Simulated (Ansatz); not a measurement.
## A failed many-body run on TiO2 (Anatase)

What is wrong with this input for TiO2 (Anatase)?

Calculated with Ansatz 0.2.0; G0W0 on PBE, plane waves, PAW.

### Step 1. The structure

The structure is tetragonal, space group I4_1/amd (No. 141). The conventional cell has a = 3.784 Å, b = 3.784 Å, c = 9.515 Å, α = 90.00°, β = 90.00°, γ = 90.00°. Nearest to Ti lie 6 O at 1.93 to 1.98 Å. O has 3 Ti at 1.93 to 1.98 Å nearest. Farther neighbours and most contacts between anions are not listed.

The cell and positions come from the Crystallography Open Database and are kept as given unless a step says otherwise. The default PAW set here is soft_1. Its files were made with PBE.

### Step 2. First try

input.yaml reads:

```yaml
crystal:
  lattice:
    - [-1.8921, 1.8921, 4.7573]
    - [1.8921, -1.8921, 4.7573]
    - [1.8921, 1.8921, -4.7573]
  atoms:
    - { symbol: Ti, position: [0.0, 0.0, 0.0] }
    - { symbol: Ti, position: [0.75, 0.25, 0.5] }
    - { symbol: O, position: [0.2081, 0.2081, 0.0] }
    - { symbol: O, position: [0.9581, 0.4581, 0.5] }
    - { symbol: O, position: [0.5419, 0.0419, 0.5] }
    - { symbol: O, position: [0.7919, 0.7919, 0.0] }
kpoints:
  mp_grid: { grid: [6, 6, 6] }
hamiltonian:
  xc: pbe
  pseudopotentials: { kind: paw, azcp: { folder: "./paw" } }
scf:
  occupations: { method: fixed }
gw:
  n_empty_bands: 71
  ecut_chi: 60
  qp_bands: [v2, c2]
  qp_kpoints: band_edges
  screening: { model: contour_deformation }
  q_mesh: [7, 7, 7]
```

Run with:

```bash
$ ansatz run input.yaml --threads 3 --pin off --max-ram 92160MiB --backend cpu --events-out ev --progress --plain --runs-dir out
```

Numbers of over 12 decimals in the logs are rounded to 6 here.

The program printed:

```text
Error: 3 input errors — fix all and re-run
  1. invalid value for `gw.q_mesh`: axis 0: q-mesh dimension 7 must divide 6, the k-mesh dimension that kpoints.mp_grid.grid gives — every k−q must land on a point of the k-mesh
  2. invalid value for `gw.q_mesh`: axis 1: q-mesh dimension 7 must divide 6, the k-mesh dimension that kpoints.mp_grid.grid gives — every k−q must land on a point of the k-mesh
  3. invalid value for `gw.q_mesh`: axis 2: q-mesh dimension 7 must divide 6, the k-mesh dimension that kpoints.mp_grid.grid gives — every k−q must land on a point of the k-mesh
```

Elapsed: 0.08 s, on 3 threads of AMD EPYC 7R13 (Zen 3), shared host; peak memory 0.039 GiB.

Q: What is the fault?

The program refused the input before any cycle.

The program's message: “Error: 3 input errors — fix all and re-run”

The fault: q mesh that doesn't divide the k mesh. Each q must join two points of the k mesh.

### Step 3. A better input

Now the one-shot GW correction: screening in the RPA, then the self-energy of the levels asked for.

input.yaml, as its differences from that of step 2:

```diff
@@ -20,4 +20,4 @@
 gw:
-  n_empty_bands: 71
-  ecut_chi: 60
+  n_empty_bands: 88
+  ecut_chi: 69
   qp_bands: [v2, c2]
@@ -25,2 +25 @@
   screening: { model: contour_deformation }
-  q_mesh: [7, 7, 7]
```

Run with:

```bash
$ ansatz run input.yaml --threads 3 --pin off --max-ram 92160MiB --backend cuda --events-out ev --progress --plain --runs-dir out --devices 1 --max-vram 13GiB
```

The program printed:

```text
GPUs: using 1 of 1 available (devices: 1).
[...]
device memory: the entry about to start is reckoned to put 1.2 GiB on a device that reports 50.5 GiB free (of which the cap on the GPU budget leaves the run 13.0 GiB)
GPU FFT provider: cuFFT
GPU libraries: cuBLAS 13.8.2, cuFFT 12.4.0, cuSOLVER 12.3.4
Crystal: 6 atoms, lattice volume = 68.125 Å³
Basis set: ecut = 420 eV, 1315 PW (Γ)
Bands: 30, of which v1, the nominal top of the filled ones, is band 24 counted from 1 (23 counted from 0)
Symmetry: 16 space group operations
[...]
k-points: 30 of 216
[...]
GPU buffer pool allocated for 64000 grid points (all kernels)
GPU transforms: local potential and band sums: pruned to the plane-wave sphere, on 40×40×40
[...]
SCF iter   1: F=—  HF=-7277.933441 eV  |F-HF|=—  |Δ(HF+E_count)|=         —  Δρ=6.36e-2  dr2=2.96e0  ethr=3.10e-3  ⟨swp⟩=4.1  Hψ=2978  notcnv=0  defer=72
[...]
0    23      6.7912   -25.3257     4.9585   -20.3302  0.7103     6.7542     6.7542  root
     0    24      6.7912   -25.3257     4.9585   -20.3302  0.7103     6.7542     6.7542  root
     0    25      9.3879   -13.0768    -6.1523   -20.7944  0.7359    11.0041    10.9532  root
     0    26     10.1274   -13.4554    -6.9955   -22.1390  0.7159    11.8915    11.8154  root
     1    23      6.6121   -25.8920     4.9676   -20.8977  0.7181     6.5854     6.5854  root
     1    24      7.0021   -25.7484     4.9315   -20.8083  0.7170     6.9935     6.9935  root
     1    25     10.2271   -13.3659    -7.0448   -22.0972  0.7158    11.9903    11.9137  root
     1    26     10.3299   -14.3026    -6.0595   -21.9284  0.7172    11.9581    11.8962  root
[...]
29    23      7.1396   -26.1480     4.8167   -21.3832  0.7224     7.1914     7.1915  root
    29    24      7.1396   -26.1480     4.8167   -21.3832  0.7224     7.1914     7.1915  root
    29    25      9.7448   -13.2315    -6.5547   -21.4122  0.7269    11.4340    11.3708  root
    29    26      9.7448   -13.2315    -6.5547   -21.4122  0.7269    11.4340    11.3708  root
[key lines of the parts left out:]
SCF converged after 8 iterations
Free energy (F): -7277.486360 eV
Fermi energy:    7.218375 eV
```

Elapsed: 33 s, on 1 × NVIDIA H100 80GB HBM3 (shared by 6 runs) with 3 threads; peak memory 1.2 GiB; 46 s of CPU time.

The column dr2 measures how far the density is from self-consistency, as an energy; F and HF (Harris–Foulkes) agree once it is small.

Numbers from this step:

* bands summed: 112
* RPA ε∞ on this mesh (eigenvalues): 6.105, 6.650, 6.650
* plane waves in the screening matrix: 103
* q-points in the mesh: 216
* G0W0 gap on the mesh: 3.709 eV
* k of the valence top: 0, 0, -0.5
* k of the conduction bottom: 0, 0, 0
* starting gap on the mesh: 2.170 eV
* Z at the valence top: 0.7171
* Z at the conduction bottom: 0.7359
* least direct G0W0 gap on the computed points: 4.022 eV

The gap on the mesh goes from 2.17 eV to 3.71 eV, a correction of +1.54 eV. Between the two edge states, bare exchange in place of the xc potential would open the gap by 12.59 eV, and correlation takes back 11.05 eV.

### Step 4. Outcome

```json
{
  "first try": "refused after 0.08 s",
  "better run": "G0W0 gap on the mesh 3.71 eV (6×6×6 mesh, 88 empty bands, screening to 69 eV)"
}
```

**Reading.** The second run differs in: empty bands, screening cutoff (eV) and q mesh. Bands and cutoff are finite, so the gap is not at the basis limit. The miss can reach some tenths of an eV and take either sign; the mesh is an error of its own.

[Paths, hosts, dates, memory and timing lines, banners, echoed tables and standing remarks are left out of the program output.]

[Logs are printed without paths, hosts, clocks, repeated set-up lines and the standing remarks that a program may print on its own settings, such as how far it seeks lower states.]

[Runs of the session that timed out or met a known fault of the program may be left out.]

[Cells called generated may have been cut or substituted from an entry of the Crystallography Open Database or the Materials Project.]

[Hosts, paths, dates, database ids (printed as entryN), source tags and the programs' standing remarks are cut or masked in the printed files.]
